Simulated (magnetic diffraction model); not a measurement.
**Solving a magnetic structure from powder neutron data: KErBr4**

Space group Pnma (no. 62), a = 7.7800 Å, b = 4.6260 Å, c = 19.5750 Å.

```csv
site,atom,x,y,z
4c,Er,0.2494,1/4,0.9447
4c,Br,0.5857,1/4,0.6935
4c,Br,0.5025,1/4,0.4403
4c,Br,0.6288,1/4,0.9577
4c,Br,0.6000,1/4,0.1364
4c,K,0.7290,1/4,0.2995
```

The compound is invented for this exercise: a known structure type with other elements, its cell scaled to their sizes and not relaxed.

Only Er is taken to order (form factors of Er3+); orders and moment sizes are assumed, and not adapted to the symmetry. Radiation: neutrons of λ = 2.52 Å, 3° to 45°; isotropic B of 0.19 Å² (Er), 0.28 Å² (Br) and 0.29 Å² (K). Simulated constant-wavelength pattern: nuclear and magnetic terms add, the magnetic one as |2.695 fm × Σ f S⊥ exp(2πi Q·r) exp(−B s²)|², summed over all Q at one angle with the factor 1/(sin²θ cos θ). For a modulated order the moment at position r is S exp(−2πi k·r) + c.c., with S = m/2 for a sine wave of amplitude m and S = m(u + iv)/2 for moments turning in a plane, u and v being orthogonal unit vectors in it; the phase factor of the sum at Q = H + k is then exp(2πi H·r). Free-ion form factors, Sears's scattering lengths of 1992, no absorption; a label names one of the reflections at its angle. The strongest nuclear line in the range is 100, and lines under 0.2 are left out.

Above the ordering temperature:

```
2θ (°)    index      I
 14.79  (0 0 2)  100.0
 20.07  (1 0 1)    0.3
 23.88  (1 0 2)   56.2
 29.20  (1 0 3)    1.3
 29.84  (0 0 4)    0.3
 35.42  (1 0 4)    2.9
 37.73  (1 1 1)    6.4
 38.57  (2 0 1)    1.3
 39.01  (0 1 3)    0.2
 40.00  (1 1 2)    3.9
 40.80  (2 0 2)    0.7
 42.24  (1 0 5)   12.7
 43.56  (1 1 3)    3.6
 44.31  (2 0 3)    0.5
```

Below it (cell unchanged):

```
2θ (°)      I
 12.78   32.5
 14.79  100.0
 20.07    0.3
 20.92   51.8
 22.67  261.6
 23.88   56.2
 24.64   55.5
 25.72   40.2
 29.20    1.3
 29.84    0.3
 31.08   32.1
 31.96   48.3
 35.42    2.9
 36.73    1.1
 37.73    6.4
 38.57    1.3
 39.01    0.2
 39.07   28.1
 40.00    3.9
 40.06   12.1
 40.80    0.7
 41.49   59.8
 42.24   12.7
 42.59   12.1
 43.56    3.6
 43.60   40.6
 43.62    1.5
 44.31    0.5
```

**Question.** Find the propagation vector, then choose among these models:
A. a sine wave with moments along [100] (amplitudes given), 5.9 μB on Er; signs + at (0.2494, 1/4, 0.9447), − at (0.7506, 3/4, 0.0553), − at (0.2506, 3/4, 0.4447), + at (0.7494, 1/4, 0.5553)
B. a sine wave with moments along [010] (amplitudes given), 5.9 μB on Er; signs + at (0.2494, 1/4, 0.9447), − at (0.7506, 3/4, 0.0553), − at (0.2506, 3/4, 0.4447), + at (0.7494, 1/4, 0.5553)
C. moments turning in the plane of [010] and [001], 5.9 μB on Er; signs + at (0.2494, 1/4, 0.9447), − at (0.7506, 3/4, 0.0553), − at (0.2506, 3/4, 0.4447), + at (0.7494, 1/4, 0.5553)
D. moments turning in the plane of [100] and [010], 5.9 μB on Er; signs + at (0.2494, 1/4, 0.9447), − at (0.7506, 3/4, 0.0553), − at (0.2506, 3/4, 0.4447), + at (0.7494, 1/4, 0.5553)

The new lines index as (0 1/3 1) at 12.78°, (0 2/3 0) at 20.92°, (1 1/3 1) at 22.67° and (0 1/3 3) at 24.64°, that is as H ± k with k = (0 1/3 0). Satellites come in pairs about each point of the reciprocal lattice.

Magnetic intensity, observed (below minus above) and for each model:

| 2θ (°) | index | observed | A | B | C | D |
| --- | --- | --- | --- | --- | --- | --- |
| 12.78 | (0 1/3 1) | 32.5 | 32.5 | 10.9 | 32.5 | 43.4 |
| 20.92 | (0 2/3 0) | 51.8 | 51.8 | <0.2 | 51.8 | 51.8 |
| 22.67 | (1 1/3 1) | 261.6 | 50.0 | 122.5 | 261.6 | 172.5 |
| 24.64 | (0 1/3 3) | 55.5 | 55.5 | 45.4 | 55.5 | 100.9 |
| 25.72 | (0 2/3 2) | 40.2 | 40.2 | 13.4 | 40.2 | 53.6 |
| 39.07 | (0 1/3 5) | 28.1 | 28.1 | 26.1 | 28.1 | 54.2 |
| 41.49 | (1 2/3 4) | 59.8 | 39.1 | 36.5 | 59.8 | 75.5 |
| 43.60 | (2 2/3 0) | 40.6 | 5.5 | 17.6 | 40.6 | 23.1 |

Model C matches.

The structure used: k = (0 1/3 0), moments turning in the plane of [010] and [001], 5.9 μB on Er; signs + at (0.2494, 1/4, 0.9447), − at (0.7506, 3/4, 0.0553), − at (0.2506, 3/4, 0.4447), + at (0.7494, 1/4, 0.5553).

[Logs are printed without paths, hosts, clocks, repeated set-up lines and the standing remarks that a program may print on its own settings, such as how far it seeks lower states.]
